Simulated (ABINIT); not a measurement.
# Calculated records

```
! title: A GW chain in ABINIT: BaAlSiH (P3m1)
! method: RPA screening on LDA, plane waves, norm-conserving pseudopotentials (and 2 further levels or steps)
! program: ABINIT 10.8.3
! settings: cutoff 31 Ha, PseudoDojo scalar-relativistic 0.4.1 standard, norm-conserving, ngkpt (3, 3, 2), nband 88, ecuteps 3.9 Ha, inclvkb 2, shiftk (0, 0, 0), symchi 1, awtr 1, frequency ppm, 3×3×2 k-mesh
! cost: 5 runs, 66 s in all on 8 MPI ranks of Arm Neoverse V1, shared host
! notes: The program’s warnings: nproc spkpt=  >= nkpt= * nsppol=. The cell and positions are those that the Materials Project relaxed with its own functionals (PBE, PBE+U or r2SCAN), kept fixed. Limits: no spin-orbit coupling. Local fields lower the RPA ε∞ on this mesh from 24.91 to 22.19; a Γ-centred mesh this coarse tends to raise both, most where the direct gap is narrow, while a short band sum lowers them. The 3×3×2 mesh is coarse for this cell, which bears on the long-range parts of exchange and screening.
! LDA gap: 0.66 eV, indirect
! G0W0 gap on the mesh: 1.46 eV
! G0W0 gap over the zone (rigid shift): 1.06 eV
! GW settings: 3×3×2 mesh, 88 bands, screening to 106.1 eV, Godby-Needs plasmon pole
! known limits: short of the basis limit; no spin-orbit coupling; coarse k mesh
CELL_PARAMETERS angstrom
4.33423 0.00000 0.00000
-2.16711 3.75355 0.00000
0.00000 0.00000 5.26255
ATOMIC_POSITIONS crystal
Ba 0.00000 0.00000 0.00044
Al 0.66667 0.33333 0.46525
Si 0.33333 0.66667 0.54231
H 0.66667 0.33333 0.13491
```

[Long decimals in the printed logs are rounded to 6 places.]

[Logs are printed without paths, hosts, clocks, repeated set-up lines and the standing remarks that a program may print on its own settings, such as how far it seeks lower states.]

[Paths, hosts, dates, memory and timing lines, banners, echoed tables and standing remarks are left out of the program output; an Ansatz launch command may be rebuilt from the run's recorded settings. Measured values are a selection of at most five: reports struck by readers or far from the other reports are left out. None is set beside runs whose start may be inverted or whose files or cutoffs have a known fault.]

[Runs of the session that timed out or met a known fault of the program may be left out.]

[Hosts, paths, dates, database ids (printed as entryN), source tags and the programs' standing remarks are cut or masked in the printed files.]

[G0W0 gaps are taken among the corrected bands and points alone; a level outside them can change the order at an edge.]

[Where Ansatz stands beside ABINIT at settings called matched, ABINIT's density can come from a denser mesh and the files from another edition; pairs whose starting gaps differed by over 0.03 eV were left out, so agreement reads better than it is.]
